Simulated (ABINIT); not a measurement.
# GaN (F-43m): G0W0 with ABINIT, start to end

How does a plane-wave GW calculation on GaN (F-43m) run from the first input to the gap?

Program: ABINIT 10.8.3. Level of theory: LDA and many-body steps on it, plane waves. Values are calculated unless marked as measured.

**The experiments to reproduce.**

- Gap 3.23 eV: absorption onset (direct gap at Gamma) of unexcited film, from imaginary part of dielectric function; spectroscopic ellipsometry (steady-state reference of time-resolved measurement); 300 K; film on 3C-SiC/Si(001) (“Femtosecond pump-probe absorption edge spectroscopy of cubic GaN”, 2022, arxiv:2206.02223).

## 1. The starting structure

It takes space group F-43m (No. 216, cubic). The conventional cell has a = 4.507 Å, b = 4.507 Å, c = 4.507 Å, α = 90.00°, β = 90.00°, γ = 90.00°. Ga has 4 N at 1.95 Å nearest. Nearest to N lie 4 Ga at 1.95 Å. Farther neighbours, and contacts between anions beyond the nearest, are not listed.

The cell and positions are those that the Materials Project relaxed with its own functionals (PBE, PBE+U or r2SCAN), kept fixed. This is not the form that GaN usually takes at ambient conditions.

## 2. Ground state

This step: ABINIT 10.8.3; DFT, LDA, plane waves, norm-conserving pseudopotentials.

The ground-state density comes first.

The input, run.abi:

```
acell 3*1.0 Angstrom
rprim 
  0.000000000000 2.253500607500 2.253500607500
  2.253500607500 0.000000000000 2.253500607500
  2.253500607500 2.253500607500 0.000000000000
ntypat 2
znucl 31 7
natom 2
typat 1 2
xred 
  0.000000000000 0.000000000000 0.000000000000
  0.750000000000 0.750000000000 0.750000000000
pp_dirpath "pseudos"
pseudos "Ga.upf, N.upf"
ecut 45
ngkpt 8 8 8
nshiftk 1
shiftk 0 0 0
kptopt 1
chksymbreak 0
nband 18
occopt 1
tolvrs 1e-10
nstep 60
prtwf 0
optforces 0
optstress 0
indata_prefix "in"
outdata_prefix "out"
tmpdata_prefix "tmp"
```

On the command line:

```sh
OMP_NUM_THREADS=1 mpirun -n 4 abinit run.abi > log
```

The program printed:

```text
.Version 10.8.3 of ABINIT. v10.8.2 released Aug 2026.

 Symmetries : space group F-4 3 m (#216); Bravais cF (face-center cubic)
================================================================================
 Values of the parameters that define the memory need of the present run
     intxc =       0    ionmov =       0      iscf =       7    lmnmax =       6
     lnmax =       6     mgfft =      40  mpssoang =       3    mqgrid =    3001
     natom =       2  nloc_mem =       1    nspden =       1   nspinor =       1
    nsppol =       1      nsym =      24    n1xccc =    2501    ntypat =       2
    occopt =       1   xclevel =       1
-    mband =          18        mffmem =           1         mkmem =           8
       mpw =        2245          nfft =       64000          nkpt =          29
================================================================================
  Rough estimation (10% accuracy) of disk space for files :
================================================================================

--------------------------------------------------------------------------------
------------- Echo of variables that govern the present computation ------------
--------------------------------------------------------------------------------
 -outvars: echo values of preprocessed input variables --------
            acell      1.8897261259E+00  1.8897261259E+00  1.8897261259E+00 Bohr

      chksymbreak           0
             ecut      4.50000000E+01 Hartree
-          fftalg         312

              ixc       -1012
              kpt      0.00000000E+00  0.00000000E+00  0.00000000E+00
                       1.25000000E-01  0.00000000E+00  0.00000000E+00
                       2.50000000E-01  0.00000000E+00  0.00000000E+00
                       3.75000000E-01  0.00000000E+00  0.00000000E+00
                       5.00000000E-01  0.00000000E+00  0.00000000E+00
                       1.25000000E-01  1.25000000E-01  0.00000000E+00
                       2.50000000E-01  1.25000000E-01  0.00000000E+00
                       3.75000000E-01  1.25000000E-01  0.00000000E+00
                       5.00000000E-01  1.25000000E-01  0.00000000E+00
   [... 18 further rows ...]
                      -3.75000000E-01  5.00000000E-01  1.25000000E-01
                      -2.50000000E-01  5.00000000E-01  2.50000000E-01
         kptrlatt        8    0    0      0    8    0      0    0    8
          kptrlen      4.81794160E+01
P           mkmem           8
            natom           2
            nband          18
            ngfft          40      40      40
             nkpt          29
            nstep          60
             nsym          24
           ntypat           2
              occ      2.000000  2.000000  2.000000  2.000000  2.000000  2.000000
                       2.000000  2.000000  2.000000  2.000000  2.000000  2.000000
                       2.000000  0.000000  0.000000  0.000000  0.000000  0.000000
        optforces           0
        optstress           0
            prtwf           0
            rprim      0.0000000000E+00  2.2535006075E+00  2.2535006075E+00
[...]
spgroup         216

           tolvrs      1.00000000E-10

             xred      0.0000000000E+00  0.0000000000E+00  0.0000000000E+00
[...]
znucl       31.00000    7.00000

================================================================================

 chkinp: Checking input parameters for consistency.

================================================================================
== DATASET  1 ==================================================================
-   mpi_nproc: 4, omp_nthreads: 1 (-1 if OMP is not activated)

--- !DatasetInfo
iteration_state: {dtset: 1, }
dimensions: {natom: 2, nkpt: 29, mband: 18, nsppol: 1, nspinor: 1, nspden: 1, mpw: 2245, }
cutoff_energies: {ecut:  45.0, pawecutdg:  -1.0, }
electrons: {nelect:   2.60000000E+01, charge:   0.00000000E+00, occopt:   1.00000000E+00, tsmear:   1.00000000E-02, }

 Real(R)+Recip(G) space primitive vectors, cartesian coordinates (Bohr,Bohr^-1):
 R(1)=  0.0000000  4.2584990  4.2584990  G(1)= -0.1174123  0.1174123  0.1174123
 R(2)=  4.2584990  0.0000000  4.2584990  G(2)=  0.1174123 -0.1174123  0.1174123
 R(3)=  4.2584990  4.2584990  0.0000000  G(3)=  0.1174123  0.1174123 -0.1174123
 Unit cell volume ucvol=  1.5445417E+02 bohr^3
 Angles (23,13,12)=  6.00000000E+01  6.00000000E+01  6.00000000E+01 degrees

 getcut: wavevector=  0.0000  0.0000  0.0000  ngfft=  40  40  40
         ecut(hartree)=     45.000   => boxcut(ratio)=   2.19947

--- Pseudopotential description ------------------------------------------------
- Ga Generated using ONCVPSP code by D. R. Hamann
- 31.00000  21.00000  180309                  znucl, zion, pspdat
12 -1012 2 -1 1858                            pspcod,pspxc,lmax,lloc,mmax
     nproj     2     2     2
  pspatm : epsatm=   21.89818218
         --- l  ekb(1:nproj) -->
[...]
pspatm: atomic psp has been read  and splines computed

- N Generated using ONCVPSP code by D. R. Hamann
-  7.00000   5.00000  180309                  znucl, zion, pspdat
12 -1012 1 -1 1058                            pspcod,pspxc,lmax,lloc,mmax
     nproj     2     2     0
  pspatm : epsatm=    5.30777321
         --- l  ekb(1:nproj) -->
[...]
1   -4.361519   -1.032581
 pspatm: atomic psp has been read  and splines computed

   7.07354840E+02                                ecore*ucvol(ha*bohr**3)
--------------------------------------------------------------------------------

_setup2: Arith. and geom. avg. npw (full set) are    2226.443    2226.425

================================================================================

--- !BeginCycle
iteration_state: {dtset: 1, }
solver: {iscf: 7, nstep: 60, nline: 4, wfoptalg: 0, }
tolerances: {tolvrs: 1.00E-10, }

     iter   Etot(hartree)      deltaE(h)  residm     vres2
 ETOT  1  -257.66536319320    -2.577E+02 6.054E-01 9.603E+02
 ETOT  2  -258.19243751436    -5.271E-01 5.756E-02 9.937E+02
 ETOT  3  -258.34874099150    -1.563E-01 2.531E-02 2.330E+00
 ETOT  4  -258.34907247165    -3.315E-04 9.580E-04 9.977E-01
 ETOT  5  -258.34931177879    -2.393E-04 4.818E-04 2.071E-02
 ETOT  6  -258.34931707826    -5.299E-06 1.103E-04 3.604E-04
 ETOT  7  -258.34931717757    -9.930E-08 5.289E-05 2.207E-05
 ETOT  8  -258.34931718122    -3.656E-09 1.188E-05 1.119E-06
 ETOT  9  -258.34931718153    -3.018E-10 9.046E-06 9.733E-08
 ETOT 10  -258.34931718155    -2.723E-11 6.772E-06 6.403E-11

 At SCF step   10       vres2   =  6.40E-11 < tolvrs=  1.00E-10 =>converged.

--- !ResultsGS
iteration_state: {dtset: 1, }
comment   : Summary of ground state results
lattice_vectors:
- [  0.0000000,   4.2584990,   4.2584990, ]
- [  4.2584990,   0.0000000,   4.2584990, ]
- [  4.2584990,   4.2584990,   0.0000000, ]
lattice_lengths: [   6.02243,    6.02243,    6.02243, ]
lattice_angles: [ 60.000,  60.000,  60.000, ] # degrees, (23, 13, 12)
lattice_volume:   1.5445417E+02
convergence: {deltae: -2.723E-11, res2:  6.403E-11, residm:  6.772E-06, diffor:  0.000E+00, }
etotal    :  -2.58349317E+02
entropy   :   0.00000000E+00
fermie    :   2.38182463E-01
cartesian_stress_tensor: null
pressure_GPa: null
xred      :
- [  0.0000E+00,   0.0000E+00,   0.0000E+00, Ga]
- [  7.5000E-01,   7.5000E-01,   7.5000E-01,  N]
cartesian_forces: null
force_length_stats: {min: null, max: null, mean: null, }

 Integrated electronic density in atomic spheres:
 ------------------------------------------------
 Atom  Sphere_radius  Integrated_density
    1        2.00000         18.90382942
    2        2.00000          5.21039049
================================================================================

 ----iterations are completed or convergence reached----

 Mean square residual over all n,k,spin=   15.671E-09; max=  67.724E-07
 reduced coordinates (array xred) for    2 atoms
       0.000000      0.000000      0.000000
       0.750000      0.750000      0.750000
 rms dE/dt=  0.0000E+00; max dE/dt=  0.0000E+00; dE/dt below (all hartree)
    1       0.000000      0.000000      0.000000
    2       0.000000      0.000000      0.000000

 cartesian coordinates (angstrom) at end:
    1      0.000000     0.000000     0.000000
    2      3.380251     3.380251     3.380251
 length scales=  1.889726  1.889726  1.889726 bohr
              =  1.000000  1.000000  1.000000 angstroms
 prteigrs : about to open file out_EIG
 Fermi (or HOMO) energy (hartree) =   0.23818   Average Vxc (hartree)=  -0.44888
 Eigenvalues (hartree) for nkpt=  29  k points:
 kpt#   1, nband= 18, wtk=  0.00195, kpt=  0.0000  0.0000  0.0000 (reduced coord)
  -4.95898   -3.16412   -3.16412   -3.16412   -0.34194   -0.26273   -0.26273   -0.26273
  -0.25143   -0.25143    0.23818    0.23818    0.23818    0.30259    0.61142    0.61142
   0.61142    0.87394
 prteigrs : prtvol=0 or 1, do not print more k-points.

--- !EnergyTerms
iteration_state     : {dtset: 1, }
comment             : Components of total free energy in Hartree
kinetic             :  1.273877E+02
hartree             :  1.001265E+02
xc                  : -2.832683E+01
Ewald energy        : -1.353148E+02
psp_core            :  4.579707E+00
local_psp           : -2.663226E+02
non_local_psp       : -6.047904E+01
total_energy        : -2.583493E+02
total_energy_eV     : -7.030043E+03
band_energy         : -3.125082E+01

== END DATASET(S) ==============================================================
================================================================================

 -outvars: echo values of variables after computation  --------
           etotal     -2.5834931718E+02
            nband          18
             nkpt          29
          spgroup         216
 [... the other variables as echoed above ...]

 Calculation completed.
```

Run time: 13 s. Hardware: 4 MPI ranks of Arm Neoverse V2, shared host; peak memory 0.3 GiB.

Numbers from this step:

* total energy: -7030.0431 eV
* gap: 1.753 eV
* k of the valence top: 0, 0, 0
* k of the conduction bottom: 0, 0, 0
* least direct gap: 1.753 eV

The gap is direct, at Γ.

[end of part 1 of 3]

[Long decimals in the printed logs are rounded to 6 places.]

[Logs are printed without paths, hosts, clocks, repeated set-up lines and the standing remarks that a program may print on its own settings, such as how far it seeks lower states.]

[Paths, hosts, dates, memory and timing lines, banners, echoed tables and standing remarks are left out of the program output; an Ansatz launch command may be rebuilt from the run's recorded settings. Measured values are a selection of at most five: reports struck by readers or far from the other reports are left out. None is set beside runs whose start may be inverted or whose files or cutoffs have a known fault.]

[Runs of the session that timed out or met a known fault of the program may be left out.]

[Hosts, paths, dates, database ids (printed as entryN), source tags and the programs' standing remarks are cut or masked in the printed files.]

[G0W0 gaps are taken among the corrected bands and points alone; a level outside them can change the order at an edge.]

[Where Ansatz stands beside ABINIT at settings called matched, ABINIT's density can come from a denser mesh and the files from another edition; pairs whose starting gaps differed by over 0.03 eV were left out, so agreement reads better than it is.]
